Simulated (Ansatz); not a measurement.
# CdInCl3 (model cell, started as cubic perovskite with Cd in the octahedra): a soft mode frozen in, part 3 of 3

Aim: this structure of CdInCl3 (model cell, started as cubic perovskite with Cd in the octahedra) is to be tested for unstable modes, and one is followed downhill.

Ansatz 0.2.0; DFT PBEsol, scalar-relativistic, plane waves, PAW; PAW set soft_1.

So far. Step 5 (Energy along the mode, all amplitudes (two of the runs …): The lowest of the steps tried is the last one, at 0.6 Å, 24.5 meV/atom below the parent; the bottom of the well need not coincide with a step. Step 7 (The new phase in its own primitive cell): The largest force component left is 0.46 meV/Å and the pressure is -0.002 GPa, within the tolerances set. The cell now holds 26.29 Å³/atom. The relaxed cell has a, b, c = 7.147, 9.981, 7.372 Å (conventional setting).

The structure was built from a prototype and need not be the compound's stable phase.

**8. Modes of the new phase**

A relaxed structure may still be a saddle point, so its zone-centre modes are computed. The response to a homogeneous field gives the Born charges and the dielectric tensor.

The input, input.yaml:

```yaml
crystal:
  lattice:
    - [-3.5733330105, 4.9905401262, 3.6858521974]
    - [3.5733330105, -4.9905401262, 3.6858521974]
    - [3.5733330105, 4.9905401262, -3.6858521974]
  atoms:
    - { symbol: In, position: [0.7712407335, 0.0212407335, 0.75] }
    - { symbol: In, position: [0.2287592665, 0.9787592665, 0.25] }
    - { symbol: Cd, position: [0.0, 0.5, 0.5] }
    - { symbol: Cd, position: [0.5, 0.5, 0.0] }
    - { symbol: Cl, position: [0.3389323593, 0.5889323593, 0.75] }
    - { symbol: Cl, position: [0.6610676407, 0.4110676407, 0.25] }
    - { symbol: Cl, position: [0.8020433168, 0.5, 0.8020433168] }
    - { symbol: Cl, position: [0.1979566832, 0.5, 0.1979566832] }
    - { symbol: Cl, position: [0.1979566832, 0.0, 0.6979566832] }
    - { symbol: Cl, position: [0.8020433168, 0.0, 0.3020433168] }
kpoints:
  mp_grid: { grid: [6, 6, 6] }
hamiltonian:
  xc: pbesol
  pseudopotentials: { kind: paw, azcp: { folder: soft_1 }, xc_functional: pbe }
scf:
  occupations: { method: fixed }
output:
  eigenvalues: true
phonons:
  method: dfpt
  dielectric: true
  rigid_motions: translations
```

Launch:

```bash
$ ansatz run input.yaml --threads 4 --pin off --max-ram 16384MiB --backend cpu --events-out ev --progress --plain --runs-dir out
```

Numbers of over 12 decimals in the logs are rounded to 6 here.

What it wrote:

```text
[...]
Crystal: 10 atoms, lattice volume = 262.917 Å³
Basis set: ecut = 420 eV, 5123 PW (Γ), exchange–correlation on 96×96×96 points (8 copies of the dense FFT grid, shifted against one another)
Bands: 65, of which v1, the nominal top of the filled ones, is band 54 counted from 1 (53 counted from 0)
Symmetry: 8 space group operations
k-points: 112 of 216 (irreducible under 1 space group operation, time reversal used)
[...]
SCF iter   1: F=—  HF=-33796.694502 eV  |F-HF|=—  |Δ(HF+E_count)|=         —  Δρ=5.33e-2  dr2=8.87e0  ethr=3.10e-3  ⟨swp⟩=4.9  Hψ=23606  notcnv=0  defer=930
[...]
SCF iter  12: F=-33793.278482 eV  HF=-33793.278482 eV  |F-HF|=0.00e0  |Δ(HF+E_count)|=  7.28e-12  Δρ=4.09e-8  dr2=8.14e-12  ethr=1.00e-12  ⟨swp⟩=7.0  Hψ=33571  notcnv=0
SCF 1 converged in 12 iterations: F = -33793.278482 eV  dr2 = 8.14e-12
[...]
NSCF: frozen V_eff on 5 k-points
DFPT response loops at Γ: preconditioner auto → Resta (q_TF=auto, 2.352 Å⁻¹)  ε∞=6.1 (no band partly filled); β = 1.00, the filter's whole step (`scf.mixing.beta` (0.50) is not read by the response loops at its default; to damp them type it under 1.00, their step now; it binds the ground state too); Broyden in place of MSR1
── the response to a field inside a basis, on 6×6×6 k-points: an SCF that follows is theirs, and a resumed run solves both again ──
Bands: 55, of which v1, the nominal top of the filled ones, is band 54 counted from 1 (53 counted from 0)
k-points: 45 of 216
[...]
Eigensolver: Dense (45 Hₖ)
SCF iter   1: F=—  HF=-33793.057371 eV  |F-HF|=—  |Δ(HF+E_count)|=         —  Δρ=6.13e-4  dr2=3.83e-4  ethr=1.00e-1
[...]
SCF iter   5: F=-33793.057453 eV  HF=-33793.057453 eV  |F-HF|=5.62e-8  |Δ(HF+E_count)|=   1.19e-7  Δρ=4.32e-6  dr2=6.81e-8  ethr=5.98e-10
SCF 1 converged in 5 iterations: F = -33793.057453 eV  dr2 = 6.81e-8
[...]
SCF converged after 12 iterations
Free energy (F): -33793.278482 eV
[...]
Internal energy: -33793.278482 eV  (E = F + TS)
E sigma→0 (E₀):  -33793.278482 eV
Fermi energy:    4.782726 eV
[...]
--- Band table (eV; the first three rows and the last of 112) ---
  k-point 0: bands = [... 50 lower, 3.6092, 3.7954, 3.8042, 4.2178, 6.3759, 10.0120, 10.0420, 10.0462, ... 7 higher]
  k-point 1: bands = [... 50 lower, 3.5640, 3.6689, 4.0299, 4.3231, 6.6262, 9.5520, 9.6059, 9.8177, ... 7 higher]
  k-point 2: bands = [... 50 lower, 3.2696, 3.4508, 4.4548, 4.5307, 7.2946, 8.8440, 8.8924, 9.2707, ... 7 higher]
  k-point 111: bands = [... 50 lower, 3.3919, 3.7689, 4.5732, 4.7577, 7.7918, 8.2047, 8.9810, 9.1125, ... 7 higher]
--- Phonons (Γ-DFPT): 12 representative perturbations + reference, on 112 of 216 k-points (Σ response iterations 43) ---
  k mesh reduced under 1 symmetry operation, with k and −k counted as one. Each operation leaves every solved perturbation unchanged. A smaller set is not considered because the run solves the response to a homogeneous field
  ASR residual: 6.970e-5 → 0.000e0 eV/Å²; symmetrization residual: 2.310e-5 eV/Å²
  ASR residual per site (eV/Å²): 6.97e-5 6.97e-5 4.85e-5 4.85e-5 3.47e-5 3.47e-5 5.65e-5 5.65e-5 5.65e-5 5.65e-5
  Γ frequencies (cm⁻¹): -21.38 0.00 0.00 0.00 8.28 39.78 45.26 51.43 51.93 54.29 54.75 59.65 72.43 77.31 79.79 89.21 99.39 100.27 103.22 110.03 123.17 126.51 131.50 139.13 141.66 148.96 214.67 236.78 241.94 278.58
  ε∞ (high-frequency dielectric tensor):
        4.460691     0.000000     0.000000
        0.000000     4.446610     0.000000
        0.000000     0.000000     4.602913
  softest optical mode at Γ: -21.38 cm⁻¹; the repairs (sum rule, projections) moved no ω² at Γ by more than (2.44 cm⁻¹)²
  Born effective charges Z* (e; rows j = field, columns β = displacement):
    site 0:
         1.99132    0.00000    0.00000
         0.00000    1.73280    0.00000
        -0.00000    0.00000    2.19258
    site 1:
         1.99132    0.00000    0.00000
         0.00000    1.73280    0.00000
        -0.00000    0.00000    2.19258
    site 2:
         2.62541    0.00000    0.00000
         0.00000    2.78055   -0.12889
        -0.00000   -0.16273    2.70173
    site 3:
         2.62541    0.00000    0.00000
         0.00000    2.78055    0.12889
        -0.00000    0.16273    2.70173
    site 4:
        -1.07591    0.00000    0.00000
         0.00000   -1.99463    0.00000
        -0.00000    0.00000   -1.47367
    site 5:
        -1.07591    0.00000    0.00000
         0.00000   -1.99463    0.00000
        -0.00000    0.00000   -1.47367
    site 6:
        -1.77041   -0.00000    0.24788
         0.00000   -1.25936    0.00000
         0.24699    0.00000   -1.71032
    site 7:
        -1.77041    0.00000    0.24788
         0.00000   -1.25936    0.00000
         0.24699    0.00000   -1.71032
    site 8:
        -1.77041   -0.00000   -0.24788
         0.00000   -1.25936    0.00000
        -0.24699    0.00000   -1.71032
    site 9:
        -1.77041    0.00000   -0.24788
         0.00000   -1.25936    0.00000
        -0.24699    0.00000   -1.71032
  Z* charge neutrality: 1.855e-2 e pre-enforcement
  solved inside a basis spanned on kpoints, on 6×6×6 k-points, its susceptibility summed on 8×8×8: ε∞ is read to err by 1.2e-2, Z* by 3.8e-2 e (field_mesh: kpoints solves on kpoints); Z* is corrected for what the basis lacks
  optical modes at Γ without the LO–TO term, one row a degenerate level:
      ω (cm⁻¹)  modes    IR ((D/Å)²/amu)
        -21.38      1             4.3897
          8.28      1             0.0000
         39.78      1             0.0000
         45.26      1             0.3380
         51.43      1             0.4773
         51.93      1             1.9292
         54.29      1             0.0000
[...]
optical modes at Γ + LO–TO along q̂ = [1.0000, 0.0000, 0.0000]:
      ω (cm⁻¹)  modes    IR ((D/Å)²/amu)
[...]
optical modes at Γ + LO–TO along q̂ = [0.0000, 1.0000, 0.0000]:
      ω (cm⁻¹)  modes    IR ((D/Å)²/amu)
[...]
optical modes at Γ + LO–TO along q̂ = [0.0000, 0.0000, 1.0000]:
      ω (cm⁻¹)  modes    IR ((D/Å)²/amu)
[...]
106.84      1             0.1882
        123.17      1             0.0000
        126.51      1             0.0000
        131.50      1             1.2199
        131.82      1             1.9979
        139.13      1             0.0000
        141.66      1             0.0000
        168.30      1             4.9800
        214.67      1             4.9365
        241.94      1             5.0316
        257.84      1             8.3619
        278.58      1             0.0000
```

The job ended after 16 min (4 threads of Arm Neoverse V2, shared host; peak memory 7.1 GiB).

This step gave:

```
sum-rule residual before enforcement                    : 6.97e-5 eV/Å²
miss of the charge sum rule                             : 0.01855 e
estimated error of the dielectric tensor                : 0.01189
estimated error of the Born charges                     : 0.03763 e
point group                                             : mmm
highest optical mode at the zone centre (no LO-TO term) : 278.6 cm⁻¹
lowest optical zone-centre mode                         : -21.38 cm⁻¹
mean high-frequency dielectric constant                 : 4.503
largest Born charge (third of the trace)                : 2.703 e
top of the zone-centre spectrum with the field          : 278.6 cm⁻¹
```

Without the LO-TO term. Patterns of degenerate modes are one choice out of their space. Modes at Γ, with each element's share of the kinetic energy (negative means imaginary):

```
mode  frequency (cm⁻¹)  symmetry  In %  Cd %  Cl %
   1             -21.4       B3u    41     1    58
   2               0.0  acoustic    34    34    32
   3               0.0  acoustic    34    34    32
   4               0.0  acoustic    34    34    32
   5               8.3       B2g    49     0    51
   6              39.8       B3g   100     0     0
   7              45.3       B2u    55    38     7
   8              51.4       B1u    57    37     6
   9              51.9       B3u    17    54    29
  10              54.3        Ag   100     0     0
  11              54.8       B2g    51     0    49
  12              59.6       B1g     0     0   100
  13              72.4       B3u     7     1    92
  14              77.3       B1u     8    31    61
  15              79.8       B2u     9    23    68
  16              89.2        Au     0    16    84
  17              99.4       B3g     0     0   100
  18             100.3        Ag     0     0   100
  19             103.2       B2g     0     0   100
  20             110.0       B1u     0    24    75
  21             123.2        Au     0    84    16
  22             126.5        Ag     0     0   100
  23             131.5       B2u     1    92     6
  24             139.1       B1g     0     0   100
  25             141.7       B3g     0     0   100
  26             149.0       B1u     0    64    36
  27             214.7       B3u     0    11    89
  28             236.8       B1u     0    10    90
  29             241.9       B2u     0    13    87
  30             278.6       B3g     0     0   100
```

Displacements in mode 1 (-21.4 cm⁻¹), the largest set to 1:
```
In1 -0.48  0.00  0.00
In2 -0.48  0.00  0.00
Cd3  0.07  0.00  0.00
Cd4  0.07  0.00  0.00
Cl5  1.00  0.00  0.00
Cl6  1.00  0.00  0.00
Cl7  0.17  0.00 -0.07
Cl8  0.17  0.00 -0.07
Cl9  0.17  0.00  0.07
Cl10 0.17  0.00  0.07
```

Displacements in mode 11 (54.8 cm⁻¹), the largest set to 1:
```
In1 -0.62  0.00  0.00
In2  0.62  0.00  0.00
Cd3  0.00  0.00  0.00
Cd4  0.00  0.00  0.00
Cl5  1.00  0.00  0.00
Cl6 -1.00  0.00  0.00
Cl7  0.00 -0.33  0.00
Cl8  0.00  0.33  0.00
Cl9  0.00 -0.33  0.00
Cl10 0.00  0.33  0.00
```

Optical modes at the zone centre, without and with the macroscopic field of the longitudinal modes; each column is sorted by frequency, so a row need not hold one and the same mode. Modes with and without the field, by row:

```
rank among optical modes  no field (cm⁻¹)  q along (1, 0, 0) (cm⁻¹)  q along (0, 1, 0) (cm⁻¹)  q along (0, 0, 1) (cm⁻¹)
                       1            -21.4                       8.3                     -21.4                     -21.4
                       2              8.3                      34.4                       8.3                       8.3
                       3             39.8                      39.8                      39.8                      39.8
                       4             45.3                      45.3                      46.8                      45.3
                       5             51.4                      51.4                      51.4                      51.9
                       6             51.9                      54.3                      51.9                      52.7
                       7             54.3                      54.8                      54.3                      54.3
                       8             54.8                      59.6                      54.8                      54.8
                       9             59.6                      61.8                      59.6                      59.6
                      10             72.4                      77.3                      72.4                      72.4
                      11             77.3                      79.8                      77.3                      79.8
                      12             79.8                      89.2                      89.2                      89.2
                      13             89.2                      99.4                      99.4                      99.4
                      14             99.4                     100.3                     100.3                     100.3
                      15            100.3                     103.2                     103.2                     103.2
                      16            103.2                       110                       110                     106.8
                      17              110                     123.2                       117                     123.2
                      18            123.2                     124.9                     123.2                     126.5
                      19            126.5                     126.5                     126.5                     131.5
                      20            131.5                     131.5                     139.1                     131.8
                      21            139.1                     139.1                     141.7                     139.1
                      22            141.7                     141.7                       149                     141.7
                      23              149                       149                     150.2                     168.3
                      24            214.7                     236.8                     214.7                     214.7
                      25            236.8                     241.9                     236.8                     241.9
                      26            241.9                     242.7                     266.1                     257.8
                      27            278.6                     278.6                     278.6                     278.6
```

Born charge (rows field, columns displacement) (e), principal values of the symmetric part by kind of site:

```
atom  atoms with these values    low  middle   high   mean
 In1                        2   1.73    1.99   2.19   1.97
 Cd3                        2   2.59    2.63   2.89   2.70
 Cl5                        2  -1.99   -1.47  -1.08  -1.51
 Cl7                        4  -1.99   -1.49  -1.26  -1.58
```

In full for Cl7:

```
-1.77  0.00  0.25
 0.00 -1.26  0.00
 0.25  0.00 -1.71
```

High-frequency dielectric tensor:

```
4.46 0.00 0.00
0.00 4.45 0.00
0.00 0.00 4.60
```

Transverse modes; imaginary modes are left out. Lines of the infrared spectrum (strongest = 100):

```
position (cm⁻¹)  relative intensity
              8                 0.0
             40                 0.0
             45                 3.7
             51                 5.2
             52                  21
             54                 0.0
             55                 0.0
             60                 0.0
             72                  33
             77                 100
             80                  77
             89                 0.0
             99                 0.0
            100                 0.0
            103                 0.0
            110                 7.2
            123                 0.0
            126                 0.0
            132                  13
            139                 0.0
            142                 0.0
            149                  16
            215                  54
            237                  41
            242                  55
            279                 0.0
```

Before it was imposed, the acoustic sum rule was missed by 7.0e-5 eV/Å² and the charge sum rule by 0.019 e. Small misses are needed for a sound result but don't prove that mesh and cutoff are converged. The lowest optical mode is imaginary, 21.4i cm⁻¹, so the energy falls along it.

**9. The phases reached**

The phases reached along the modes that were followed are set side by side.

Energies are those of the first relaxation, on the mesh of the frozen mode; space group, volume and gap are those of the last relaxation. Phases, by row:

```
                  mode frozen in  space group  energy from parent (meV/atom)  volume (Å³/atom)  gap on mesh (eV)  lowest zone-centre optical mode (cm⁻¹)  largest shift (Å)
                          parent        Pm-3m                              0              26.9             1.788                                       –                  –
   q = (0, -0.5, -0.5), 72i cm⁻¹       P4/mbm                          -29.3             26.15             1.601                                   -27.3              0.672
q = (-0.5, -0.5, -0.5), 71i cm⁻¹       I4/mcm                          -29.2             26.15             1.629                                   -39.4              0.673
q = (-0.5, -0.5, -0.5), 71i cm⁻¹         R-3c                         -27.98             26.28             1.702                                     -37              0.541
q = (-0.5, -0.5, -0.5), 71i cm⁻¹         Imma                            -32             26.29             1.593                                   -21.4              0.656
```

**10. Outcome**

```
unstable mode of the parent                                                      : q = (-0.5, -0.5, -0.5), 71i cm⁻¹
depth at the lowest point sampled                                                : 24.5 meV/atom
largest atomic shift at that point                                               : 0.6 Å
space group reached (within 0.01 Å)                                              : Imma
energy gained over the parent (first relaxation, on the mesh of the frozen mode) : 32.0 meV/atom
volume per atom, phase reached                                                   : 26.3 Å³
gap on the k-mesh, phase reached                                                 : 1.59 eV
lowest optical zone-centre mode, phase reached                                   : -21.4 cm⁻¹
highest optical mode at the zone centre (no LO-TO term), phase reached           : 279 cm⁻¹
```

What this shows: Along this mode the structure falls into Imma, 32.0 meV/atom below the parent. At the parent's cell the well is 24.49 meV/atom deep on the steps tried, with its lowest point at a shift of 0.6 Å. That is the last step tried, so the steps alone don't bracket the bottom of the well. Relaxing atoms and cell changes the gain by +7.51 meV/atom against the lowest step (energies at zero smearing). The new phase still has an imaginary mode at the zone centre of its cell, so it is a saddle point on the way to a lower structure. Of the 4 patterns followed to their end from this parent, this one reaches the lowest energy. Each path keeps the symmetry of its pattern, so a lower phase may lie along a pattern not tried. The PAW files were made for PBE and serve the other functionals too. The starting cell was built on a prototype and not taken from a measurement, so the phase need not exist.

[Logs are printed without paths, hosts, clocks, repeated set-up lines and the standing remarks that a program may print on its own settings, such as how far it seeks lower states.]

[Hosts, paths, dates, database ids (printed as entryN), source tags and the programs' standing remarks are cut or masked in the printed files.]
